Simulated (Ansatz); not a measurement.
# What Ni3GeC (Pm-3m) distorts into

Wanted: the energy along a soft mode of Ni3GeC (Pm-3m) and the structure at the end.

Main program and level: Ansatz 0.2.0; DFT PBEsol, scalar-relativistic, plane waves, PAW; PAW set soft_1.

### 1. Starting point

It takes space group Pm-3m (No. 221, cubic). The conventional cell has a = 3.762 Å, b = 3.762 Å, c = 3.762 Å, α = 90.00°, β = 90.00°, γ = 90.00°. Nearest to Ni lie 2 C at 1.88 Å and 4 Ge at 2.66 Å and 8 Ni at 2.66 Å. Nearest to Ge lie 12 Ni at 2.66 Å. Nearest to C lie 6 Ni at 1.88 Å. Farther neighbours, and contacts between anions beyond the nearest, are not listed.

### 2. Response at finite wavevector

Stability and thermal properties need the whole zone. Linear response on a 2×2×2 q mesh gives force constants as far as a supercell of that size would.

File input.yaml:

```yaml
crystal:
  lattice:
    - [3.761644871, 0.0, 0.0]
    - [0.0, 3.761644871, 0.0]
    - [0.0, 0.0, 3.761644871]
  atoms:
    - { symbol: Ni, position: [0.0, 0.5, 0.5] }
    - { symbol: Ni, position: [0.5, 0.5, 0.0] }
    - { symbol: Ni, position: [0.5, 0.0, 0.5] }
    - { symbol: Ge, position: [0.0, 0.0, 0.0] }
    - { symbol: C, position: [0.5, 0.5, 0.5] }
kpoints:
  mp_grid: { grid: [12, 12, 12] }
hamiltonian:
  xc: pbesol
  pseudopotentials: { kind: paw, azcp: { folder: soft_1 }, xc_functional: pbe }
scf:
  occupations: { method: methfessel_paxton, width: 0.2 }
output:
  eigenvalues: true
phonons:
  method: dfpt
  qmesh: [2, 2, 2]
  temperatures: { t_max: 1000, t_step: 50 }
  qpath:
    path:
      - [[0.0, 0.0, 0.0], [0.0, 0.5, 0.0], [0.5, 0.5, 0.0], [0.0, 0.0, 0.0], [0.5, 0.5, 0.5], [0.0, 0.5, 0.0]]
      - [[0.5, 0.5, 0.5], [0.5, 0.5, 0.0]]
    npoints: 10
```

Run with:

```
> ansatz run input.yaml --threads 4 --pin off --max-ram 10240MiB --backend cpu --events-out ev --progress --plain --runs-dir out
```

Log:

```text
Engine: ansatz 0.2.0, aarch64-unknown-linux-gnu
Pseudopotentials: kind: paw
Pseudopotential: Ni, paw, valence charge 18, recommended cutoff 420 eV (normal), soft_1/Ni.paw.azcp
Pseudopotential: Ge, paw, valence charge 14, recommended cutoff 420 eV (normal), soft_1/Ge.paw.azcp
Pseudopotential: C, paw, valence charge 4, recommended cutoff 420 eV (normal), soft_1/C.paw.azcp
Functional definition: PBEsol
  exchange = pbesol_x
  correlation = pbesol_c
Crystal: 5 atoms, lattice volume = 53.227 Å³
Basis set: ecut = 420 eV, 1021 PW (Γ), exchange–correlation on 54×54×54 points (8 copies of the dense FFT grid, shifted against one another)
Bands: 44, of which v1, the nominal top of the filled ones, is band 36 counted from 1 (35 counted from 0)
Symmetry: 48 space group operations
k-points: 84 of 1728
Non-local potential: Ni, projectors of the file, l = 0: 3, l = 1: 2, l = 2: 3, l = 3: 1
Non-local potential: Ge, projectors of the file, l = 0: 2, l = 1: 2, l = 2: 3, l = 3: 1
Non-local potential: C, projectors of the file, l = 0: 2, l = 1: 2, l = 2: 1
PAW form: soft (Blöchl's): semilocal exchange-correlation on the pseudo side does not see the compensation charge
PAW frozen core: Ni, regenerated for the run's functional, and the local potential with it (the file was generated under x = pbe(κ = 0.804, μ = 0.219515), c = pbe(β = 0.066725))
PAW frozen core: Ge, regenerated for the run's functional, and the local potential with it (the file was generated under x = pbe(κ = 0.804, μ = 0.219515), c = pbe(β = 0.066725))
PAW frozen core: C, regenerated for the run's functional, and the local potential with it (the file was generated under x = pbe(κ = 0.804, μ = 0.219515), c = pbe(β = 0.066725))
PAW one-centre angular grid: Ni, 590 points (default); XC on 64 Gauss nodes
PAW one-centre angular grid: Ge, 590 points (default); XC on 64 Gauss nodes
PAW one-centre angular grid: C, 110 points (default); XC on 64 Gauss nodes
Initial density: superposition of atomic densities (chi_scale 0.1, normalization cell, long waves kept (reshape's long-wave potential 0.00 eV rms))
Initial wavefunctions: pseudopotential atomic-orbital guess
Functional: x = pbesol(κ = 0.804, μ = 0.123457), c = pbesol(β = 0.046)
SCF iter   1: F=—  HF=-21916.867667 eV  |F-HF|=—  |Δ(HF+E_count)|=         —  Δρ=1.14e-1  dr2=8.55e0  ethr=3.10e-3  ⟨swp⟩=5.5  Hψ=11873  notcnv=0
preconditioner: auto → Kerker (q_TF=auto, 2.869 Å⁻¹)  [metal: Δε(μ)=0.026 eV  Ē_g=12.663 eV  σ=0.200 eV  W_gap=0.11  n_scr=18 (ndim 8)  ℏωp=35.3 eV  f_vac=0.000  D(μ)=1.97/eV (n_scr^D=18)]
SCF iter   2: F=—  HF=-21915.555924 eV  |F-HF|=—  |Δ(HF+E_count)|=    1.31e0  S|Δr|=    0.00e0  Δρ=4.53e-2  dr2=2.19e0  ethr=3.10e-3  ⟨swp⟩=2.9  Hψ=6390  notcnv=0  defer=145
SCF iter   3: F=—  HF=-21915.051452 eV  |F-HF|=—  |Δ(HF+E_count)|=   5.04e-1  S|Δr|=    0.00e0  Δρ=1.73e-2  dr2=4.37e-1  ethr=3.04e-3  ⟨swp⟩=2.0  Hψ=4483  notcnv=0  defer=144
SCF iter   4: F=—  HF=-21914.960180 eV  |F-HF|=—  |Δ(HF+E_count)|=   9.13e-2  S|Δr|=    0.00e0  Δρ=6.96e-3  dr2=1.89e-2  ethr=6.07e-4  ⟨swp⟩=2.0  Hψ=5196  notcnv=0  defer=143
SCF iter   5: F=—  HF=-21914.959253 eV  |F-HF|=—  |Δ(HF+E_count)|=   9.27e-4  S|Δr|=    0.00e0  Δρ=2.67e-3  dr2=3.47e-3  ethr=2.63e-5  ⟨swp⟩=2.1  Hψ=4719  notcnv=0  defer=143
SCF iter   6: F=—  HF=-21914.956195 eV  |F-HF|=—  |Δ(HF+E_count)|=   3.06e-3  S|Δr|=    0.00e0  Δρ=8.77e-4  dr2=1.71e-4  ethr=4.81e-6  ⟨swp⟩=2.0  Hψ=5615  notcnv=0  defer=143
SCF iter   7: F=—  HF=-21914.956330 eV  |F-HF|=—  |Δ(HF+E_count)|=   1.35e-4  S|Δr|=    0.00e0  Δρ=3.18e-4  dr2=3.85e-5  ethr=2.38e-7  ⟨swp⟩=2.0  Hψ=6598  notcnv=0  defer=143
SCF iter   8: F=—  HF=-21914.956355 eV  |F-HF|=—  |Δ(HF+E_count)|=   2.50e-5  S|Δr|=    0.00e0  Δρ=6.71e-5  dr2=2.08e-6  ethr=5.34e-8  ⟨swp⟩=2.2  Hψ=5214  notcnv=0  defer=143
SCF iter   9: F=—  HF=-21914.956347 eV  |F-HF|=—  |Δ(HF+E_count)|=   7.34e-6  S|Δr|=    0.00e0  Δρ=2.28e-5  dr2=2.32e-7  ethr=2.89e-9  ⟨swp⟩=2.0  Hψ=5607  notcnv=0  defer=143
SCF iter  10: F=—  HF=-21914.956347 eV  |F-HF|=—  |Δ(HF+E_count)|=   3.97e-8  S|Δr|=    0.00e0  Δρ=3.92e-6  dr2=8.41e-9  ethr=3.23e-10  ⟨swp⟩=2.2  Hψ=5053  notcnv=0  defer=143
SCF iter  11: F=—  HF=-21914.956347 eV  |F-HF|=—  |Δ(HF+E_count)|=   4.59e-9  S|Δr|=    0.00e0  Δρ=1.06e-6  dr2=4.00e-10  ethr=1.17e-11  ⟨swp⟩=2.0  Hψ=6283  notcnv=0  defer=143
SCF iter  12: F=—  HF=-21914.956347 eV  |F-HF|=—  |Δ(HF+E_count)|=  1.06e-10  S|Δr|=    0.00e0  Δρ=3.41e-7  dr2=3.01e-11  ethr=1.00e-12  ⟨swp⟩=2.3  Hψ=5588  notcnv=0  defer=143
SCF iter  13: F=-21914.956347 eV  HF=-21914.956347 eV  |F-HF|=3.64e-12  |Δ(HF+E_count)|=    0.00e0  S|Δr|=    0.00e0  Δρ=6.36e-8  dr2=1.00e-12  ethr=1.00e-12  ⟨swp⟩=11.5  Hψ=19701  notcnv=0
SCF 1 converged in 13 iterations: F = -21914.956347 eV  dr2 = 1.00e-12
  greatest PAW one-centre occupation: 1.001 electrons in one spin orbital (limit 2), on the Ni atom at site 2 (counted from 0), in its partial waves of l = 1
Initial density: read from a saved state, or passed on in memory by an earlier SCF of this step, an earlier step, the calling program or the single point that the run made first
iter 1 solved again at ethr=4.83e-8 eV; its pass at ethr=3.10e-3 eV (dr2=3.48e-5 eV) is discarded
SCF iter   1: F=—  HF=-21914.956354 eV  |F-HF|=—  |Δ(HF+E_count)|=         —  Δρ=5.06e-7  dr2=6.98e-11  ethr=4.83e-8  ⟨swp⟩=3.2  Hψ=22848  notcnv=0
eigensolver tolerance schedule: the retry pair's looser diagonalisation over-reported the residual by 498472.82 of it (diagonalisation noise at an unbounded share of the residual, at the tolerance the schedule requests for it); recorded, not acted on — ethr = c·dr2/N_el stays at c = 1.0e-1
preconditioner: auto → Kerker (q_TF=auto, 2.869 Å⁻¹)  [metal: Δε(μ)=0.021 eV  Ē_g=12.874 eV  σ=0.200 eV  W_gap=0.09  n_scr=18 (ndim 8)  ℏωp=35.3 eV  f_vac=0.000  D(μ)=4.02/eV (n_scr^D=32)]
SCF iter   2: F=—  HF=-21914.956347 eV  |F-HF|=—  |Δ(HF+E_count)|=   6.45e-6  S|Δr|=    0.00e0  Δρ=3.53e-7  dr2=3.52e-11  ethr=1.00e-12  ⟨swp⟩=3.7  Hψ=10204  notcnv=0
SCF iter   3: F=—  HF=-21914.956347 eV  |F-HF|=—  |Δ(HF+E_count)|=  7.28e-12  S|Δr|=    0.00e0  Δρ=1.89e-7  dr2=1.05e-11  ethr=1.00e-12  ⟨swp⟩=1.0  Hψ=3696  notcnv=0
SCF iter   4: F=-21914.956347 eV  HF=-21914.956347 eV  |F-HF|=3.64e-12  |Δ(HF+E_count)|=  3.64e-12  S|Δr|=    0.00e0  Δρ=7.26e-8  dr2=1.72e-12  ethr=1.00e-12  ⟨swp⟩=4.1  Hψ=9688  notcnv=0
SCF 2 converged in 4 iterations: F = -21914.956347 eV  dr2 = 1.72e-12
  greatest PAW one-centre occupation: 1.001 electrons in one spin orbital (limit 2), on the Ni atom at site 0 (counted from 0), in its partial waves of l = 1
phonons: the bands overlap, so this run is a metal and interpolates without the dipole-dipole term. If the crystal is really an insulator or semiconductor, its LO-TO splitting is missing
NSCF: frozen V_eff on 84 k-points
WARN: eigensolver did not converge (k=0): 1 band(s) unlocked after 20 sweeps at ethr=1.15e-12 eV (storage-precision floor; scheduled 1.00e-12 eV) (lowest unlocked band 43, counted from 0; max residual 5.13e-6 eV among the unlocked bands, 5.13e-6 eV over every band; other slots of this pass that fall short are told together in one closing line; warning suppressed until the next SCF loop or pass starts)
WARN: eigensolver did not converge in 3 slots of this pass, the one above among them; of largest residual over every band (k=1): 1 band(s) unlocked (lowest unlocked band 43, counted from 0; max residual 5.34e-3 eV among the unlocked bands, 5.34e-3 eV over every band); of lowest unlocked band (k=0): band 43
NSCF: frozen V_eff on 343 k-points
DFPT response loops at q = (0, 0, 0) (fractional): preconditioner auto → Kerker (q_TF=auto, 2.869 Å⁻¹) (partly filled bands, converged f_vac=0.000); β = 1.00, the filter's whole step (`scf.mixing.beta` (0.50) is not read by the response loops under this deck's `scf.mixing.preconditioner`; to damp them name `kerker` or `kerker_dos`, under which they read `scf.mixing.beta`, and type it under 1.00, their step now; both keys bind the ground state too); Broyden in place of MSR1
NSCF: frozen V_eff on 686 k-points
DFPT response loops at q = (0, 0, -0.5) (fractional): mixed as the last ones told, above
NSCF: frozen V_eff on 686 k-points
DFPT response loops at q = (0, -0.5, -0.5) (fractional): mixed as the last ones told, above
NSCF: frozen V_eff on 686 k-points
DFPT response loops at q = (-0.5, -0.5, -0.5) (fractional): mixed as the last ones told, above
SCF converged after 13 iterations
Stability not checked: this state was not tested for a lower state beside it, because cold or Methfessel-Paxton smearing, or corrected tetrahedra, fill the levels in a way that the test cannot read (fill_not_monotonic; see scf.lower_state_search)
Free energy (F): -21914.956347 eV
Harris-Foulkes:  -21914.956347 eV  (|F-HF|=3.64e-12)
Internal energy: -21914.951856 eV  (E = F + TS)
E sigma→0 (E₀):  -21914.955224 eV
Entropy (-TS):   -0.004491 eV (-0.898 meV/atom)
Fermi energy:    16.804161 eV
--- Per-component energies (eV) ---
  E_band       = -953.900227
  E_kinetic    = 1205.801852
  E_local      = -10784.648979  (includes V_loc(G=0)·N_el)
  E_nonlocal   = -100.557124
  E_hartree    = 5691.738882
  E_xc         = -456.325191
  E_vxc        = -561.811520  (∫ρ·V_xc dr)
  E_paw        = -6938.143766  (= ΣΔE_a)
  E_vpaw       = -2096.164535  (= ΣTr[D̂ρ^β])
  E_aug_tail   = 0.002382  (compensation charges beyond the density's cutoff)
  E_ewald      = -10534.350818
  E_core_change = 1.530906  (= ΣΔE_core)
  E_smearing   = -0.004491  (= −TS)
  E_closure    = -0.000000  (closes the sum)
  Σ components = -21914.956347   (vs F -21914.956347, Δ=0.00e0)
--- Band table (eV; the first three rows and the last of 84) ---
  k-point 0: bands = [... 32 lower, 15.8330, 15.8330, 15.8330, 16.0839, 17.4463, 18.2762, 18.2762, 18.2762, ... 4 higher]
  k-point 1: bands = [... 32 lower, 15.8331, 15.8683, 15.8683, 16.0579, 17.3047, 18.3540, 18.3540, 18.4616, ... 4 higher]
  k-point 2: bands = [... 32 lower, 15.8333, 15.9807, 15.9886, 15.9886, 17.1997, 18.5548, 18.5548, 18.7106, ... 4 higher]
  k-point 83: bands = [... 32 lower, 15.3807, 15.8734, 15.8734, 15.8734, 16.4276, 17.7892, 17.7892, 17.7892, ... 4 higher]
--- Phonons (Γ-DFPT): 4 representative perturbations + reference (Σ response iterations 14) ---
  ASR residual: 4.504e-5 → 0.000e0 eV/Å²; symmetrization residual: 3.370e-6 eV/Å²
  ASR residual per site (eV/Å²): 4.50e-5 4.50e-5 4.50e-5 7.74e-6 8.81e-6
  Γ frequencies (cm⁻¹): -92.66 -92.66 -92.66 0.00 0.00 0.00 96.15 96.15 96.15 123.55 123.55 123.55 601.15 601.15 601.15
--- Phonons (arbitrary-q DFPT): 4 irreducible q on the 2×2×2 mesh ---
  q = [0.0000, 0.0000, 0.0000] (star 1, of the zone-centre solve; hermiticity 3.93e-7, symmetrization 3.73e-12): -92.66 -92.66 -92.66 -0.00 -0.00 0.00 96.15 96.15 96.15 123.55 123.55 123.55 601.15 601.15 601.15
  q = [0.0000, 0.0000, -0.5000] (star 3, 9 solved perturbations in 2646 linear systems a pass and spin channel, the states on 343 of 1728 k-point pairs; hermiticity 3.29e-7, symmetrization 1.23e-12): -129.74 -76.03 -66.56 -66.56 -61.15 -61.15 113.24 113.24 142.56 142.56 152.79 274.39 608.47 608.47 698.62
  q = [0.0000, -0.5000, -0.5000] (star 3, 9 solved perturbations in 2646 linear systems a pass and spin channel, the states on 343 of 1728 k-point pairs; hermiticity 3.20e-7, symmetrization 3.17e-13): -114.86 -106.63 -106.63 -98.91 -98.91 -68.65 114.98 129.31 132.11 132.11 231.42 295.61 620.72 722.58 722.58
  q = [-0.5000, -0.5000, -0.5000] (star 1, 4 solved perturbations in 931 linear systems a pass and spin channel, the states on 343 of 1728 k-point pairs; hermiticity 4.59e-7, symmetrization 4.95e-12): -70.17 -70.17 -70.17 48.08 48.08 48.08 129.68 129.68 129.68 237.12 237.12 357.90 720.74 720.74 720.74
  sum rule: each row above includes the acoustic sum rule's correction from the zone centre's row sums; it moved no ω² by more than (0.46 cm⁻¹)²
  mesh force constants: q→R imaginary residual 5.43e-18; ASR residual 4.504e-5 → 0.000e0 eV/Å²; symmetrization residual 1.776e-14 eV/Å²
  interpolated dispersion: 62 rows × 15 modes
  density of states and harmonic sums: on the 16×16×16 q-mesh, interpolated from the force constants of a 2×2×2 supercell (no non-analytic term)
  largest difference from the sums on the solved wave vectors: F 5.95e-2 eV, S 7.79e-5 and C_V 3.00e-5 eV/K
  zero-point energy: 0.185921 eV/cell   skipped modes (ω ≤ 0): 940, of them read as no rigid motion or as one in doubt: 937 (5.837e0 modes/cell left out, lowest -129.74 cm⁻¹)   left out of the sums: 3.89e-1 of the cell's modes: C_V's classical limit lies that fraction below 3 k_B per atom; for a crystal, a wire or a layer, F and S can be off by more, and a phonons.interpolated_qmesh denser along its periods is the remedy for the sampling
```

Run time: 11 min. Hardware: 4 threads of Arm Neoverse V2, shared host; peak memory 2.3 GiB.

The column dr2 measures how far the density is from self-consistency, as an energy; F and HF (Harris–Foulkes) agree once it is small.

This run has no spin polarisation, although Ni can carry a moment.

This step gave:

```
volume per atom                                         : 10.65 Å³
gap on the k-mesh                                       : 0 eV
sum-rule residual before enforcement                    : 4.50e-5 eV/Å²
lowest frequency on the path                            : -129.7 cm⁻¹
point group                                             : m-3m
highest frequency on path, mesh or solved points        : 722.6 cm⁻¹
highest optical mode at the zone centre (no LO-TO term) : 601.1 cm⁻¹
lowest optical zone-centre mode                         : -92.66 cm⁻¹
lowest mode on the q mesh (acoustic modes at Γ apart)   : -129.7 cm⁻¹
```

Frequencies (cm⁻¹) solved at each irreducible wavevector; negative means imaginary. Frequencies by wavevector, by row:

```tsv
q in reciprocal lattice units	star	mode 1	mode 2	mode 3	mode 4	mode 13	mode 14	mode 15
0 0 0	1	-92.7	-92.7	-92.7	0	601.1	601.1	601.1
0 0 -0.5	3	-129.7	-76	-66.6	-66.6	608.5	608.5	698.6
0 -0.5 -0.5	3	-114.9	-106.6	-106.6	-98.9	620.7	722.6	722.6
-0.5 -0.5 -0.5	1	-70.2	-70.2	-70.2	48.1	720.7	720.7	720.7
```

Interpolated from a 2×2×2 q mesh, rough between the solved points. Phonon branches along the path, in cm⁻¹:

```tsv
point	branch 1	branch 2	branch 3	branch 4	branch 12	branch 13	branch 14	branch 15
Γ	-93	-93	-93	0	124	601	601	601
halfway	-87	-87	-85	-78	220	605	605	647
X	-130	-76	-67	-67	274	608	608	699
halfway	-120	-90	-89	-86	279	615	663	711
M	-115	-107	-107	-99	296	621	723	723
halfway	-93	-92	-83	-82	241	610	655	655
Γ	-93	-93	-93	0	124	601	601	601
halfway	-94	-92	-92	-70	265	660	660	662
R	-70	-70	-70	48	358	721	721	721
halfway	-108	-93	-93	-68	299	665	667	716
X	-130	-76	-67	-67	274	608	608	699
jump to R	-70	-70	-70	48	358	721	721	721
halfway	-95	-93	-93	-55	325	669	722	722
M	-115	-107	-107	-99	296	621	723	723
```

Symmetry leaves 4 wavevectors to solve. The lowest mode among them, the acoustic zeros apart, lies at q = (0, 0, -0.5) and is imaginary, 129.7i cm⁻¹, so the energy falls along it.

### 3. The mode frozen in, largest atomic shift 0 Å

The mode followed lies at q = (0, 0, -0.5) with frequency 129.7i cm⁻¹, the softest among the wavevectors solved. At small amplitude the pattern taken leaves space group no. 123 by a symmetry search on the positions. The undistorted cell that holds it gives the zero of energy on the same k mesh.

System of this step: Ni3GeC. Symmetry: Pm-3m, No. 221, cubic system. Conventional cell: a = 3.762 Å, b = 3.762 Å, c = 3.762 Å, α = 90.00°, β = 90.00°, γ = 90.00°. Nearest to Ni lie 2 C at 1.88 Å and 4 Ge at 2.66 Å and 8 Ni at 2.66 Å. Ni has 2 C at 1.88 Å and 8 Ni at 2.66 Å and 4 Ge at 2.66 Å nearest. Nearest to Ge lie 12 Ni at 2.66 Å. C has 6 Ni at 1.88 Å nearest. Farther neighbours, and contacts between anions beyond the nearest, are not listed.

File input.yaml:

```yaml
crystal:
  lattice:
    - [3.761644871, 0.0, 0.0]
    - [0.0, 3.761644871, 0.0]
    - [0.0, 0.0, 7.5232897419]
  atoms:
    - { symbol: Ni, position: [0.0, 0.5, 0.25] }
    - { symbol: Ni, position: [0.0, 0.5, 0.75] }
    - { symbol: Ni, position: [0.5, 0.5, 0.0] }
    - { symbol: Ni, position: [0.5, 0.5, 0.5] }
    - { symbol: Ni, position: [0.5, 0.0, 0.25] }
    - { symbol: Ni, position: [0.5, 0.0, 0.75] }
    - { symbol: Ge, position: [0.0, 0.0, 0.5] }
    - { symbol: Ge, position: [0.0, 0.0, 0.0] }
    - { symbol: C, position: [0.5, 0.5, 0.25] }
    - { symbol: C, position: [0.5, 0.5, 0.75] }
kpoints:
  mp_grid: { grid: [10, 10, 6] }
hamiltonian:
  xc: pbesol
  pseudopotentials: { kind: paw, azcp: { folder: soft_1 }, xc_functional: pbe }
scf:
  occupations: { method: methfessel_paxton, width: 0.2 }
output:
  forces: true
  stress: true
  eigenvalues: true
```

Log:

```text
[...]
Crystal: 10 atoms, lattice volume = 106.454 Å³
Basis set: ecut = 420 eV, 2065 PW (Γ), exchange–correlation on 54×54×108 points (8 copies of the dense FFT grid, shifted against one another)
Bands: 87, of which v1, the nominal top of the filled ones, is band 72 counted from 1 (71 counted from 0)
Symmetry: 32 space group operations
[...]
k-points: 84 of 600
[...]
k-point 0: bands = [... 68 lower, 15.8340, 16.0852, 16.7279, 16.7279, 17.2845, 17.4460, 18.2755, 18.2756, ... 11 higher]
  k-point 1: bands = [... 68 lower, 15.8684, 16.0591, 16.6466, 16.6466, 17.2809, 17.3043, 18.3536, 18.3536, ... 11 higher]
  k-point 2: bands = [... 68 lower, 15.9885, 15.9885, 16.4413, 16.4413, 17.1992, 17.2627, 18.5544, 18.5544, ... 11 higher]
  k-point 83: bands = [... 68 lower, 16.1128, 16.1128, 16.1128, 16.1128, 17.5993, 17.5993, 17.7010, 17.7010, ... 11 higher]
[key lines of the parts left out:]
SCF converged after 10 iterations
Free energy (F): -43829.915427 eV
Fermi energy:    16.802406 eV
P = ⅓ Tr σ = -0.0339 GPa (-0.339 kbar)
```

Run time: 13 s. Hardware: 4 threads; peak memory 0.89 GiB.

This step gave:

```yaml
pressure: -0.03391 GPa
energy_from_the_undistorted_cell: 0 meV/atom
```

The run ends at a pressure of -0.03 GPa.

### 4. The mode frozen in, largest atomic shift 0.14 Å

The atoms are moved along the unstable eigenvector, the largest shift by 0.14 Å, with the cell fixed.

input.yaml, the sections that differ from step 3:

```yaml
crystal:
  lattice:
    - [3.761644871, 0.0, 0.0]
    - [0.0, 3.761644871, 0.0]
    - [0.0, 0.0, 7.5232897419]
  atoms:
    - { symbol: Ni, position: [0.0, 0.5, 0.2313911195] }
    - { symbol: Ni, position: [0.0, 0.5, 0.7686088805] }
    - { symbol: Ni, position: [0.5, 0.5, 0.0] }
    - { symbol: Ni, position: [0.5, 0.5, 0.5] }
    - { symbol: Ni, position: [0.5, 0.0, 0.2313911195] }
    - { symbol: Ni, position: [0.5, 0.0, 0.7686088805] }
    - { symbol: Ge, position: [0.0, 0.0, 0.5] }
    - { symbol: Ge, position: [0.0, 0.0, 0.0] }
    - { symbol: C, position: [0.5, 0.5, 0.2540851932] }
    - { symbol: C, position: [0.5, 0.5, 0.7459148068] }
# kpoints, hamiltonian, scf, output: as in step 3
```

Log:

```text
[...]
Crystal: 10 atoms, lattice volume = 106.454 Å³
Basis set: ecut = 420 eV, 2065 PW (Γ), exchange–correlation on 54×54×108 points (8 copies of the dense FFT grid, shifted against one another)
Bands: 87, of which v1, the nominal top of the filled ones, is band 72 counted from 1 (71 counted from 0)
Symmetry: 16 space group operations
[...]
k-points: 84 of 600
[...]
k-point 0: bands = [... 68 lower, 15.8076, 16.0444, 16.9370, 16.9370, 17.1726, 17.5925, 18.1463, 18.3724, ... 11 higher]
  k-point 1: bands = [... 68 lower, 15.8075, 16.0195, 16.8517, 16.8517, 17.1701, 17.4174, 18.3513, 18.4422, ... 11 higher]
  k-point 2: bands = [... 68 lower, 15.8189, 15.9462, 16.6612, 16.6612, 17.1737, 17.2727, 18.5719, 18.6091, ... 11 higher]
  k-point 83: bands = [... 68 lower, 16.0633, 16.0633, 16.0894, 16.0894, 17.1273, 17.2309, 17.8634, 18.0353, ... 11 higher]
[key lines of the parts left out:]
SCF converged after 12 iterations
Free energy (F): -43829.986531 eV
Fermi energy:    16.813680 eV
P = ⅓ Tr σ = 0.5884 GPa (5.884 kbar)
```

The job ended after 15 s (4 threads; peak memory 0.9 GiB; 59 s of CPU time).

Read from the output:

```
pressure                         : 0.5884 GPa
energy from the undistorted cell : -7.381 meV/atom
```

The energy, extrapolated to zero smearing, is -7.38 meV/atom against the undistorted cell.

The run ends at a pressure of 0.59 GPa, with forces up to 0.29 eV/Å.

(Continued in part 2 of 2.)

[Long decimals in the printed logs are rounded to 6 places.]

[Logs are printed without paths, hosts, clocks, repeated set-up lines and the standing remarks that a program may print on its own settings, such as how far it seeks lower states.]

[Hosts, paths, dates, database ids (printed as entryN), source tags and the programs' standing remarks are cut or masked in the printed files.]

[Where the starting crystal was built by hand or by swapping elements, it need not be the compound's stable phase.]
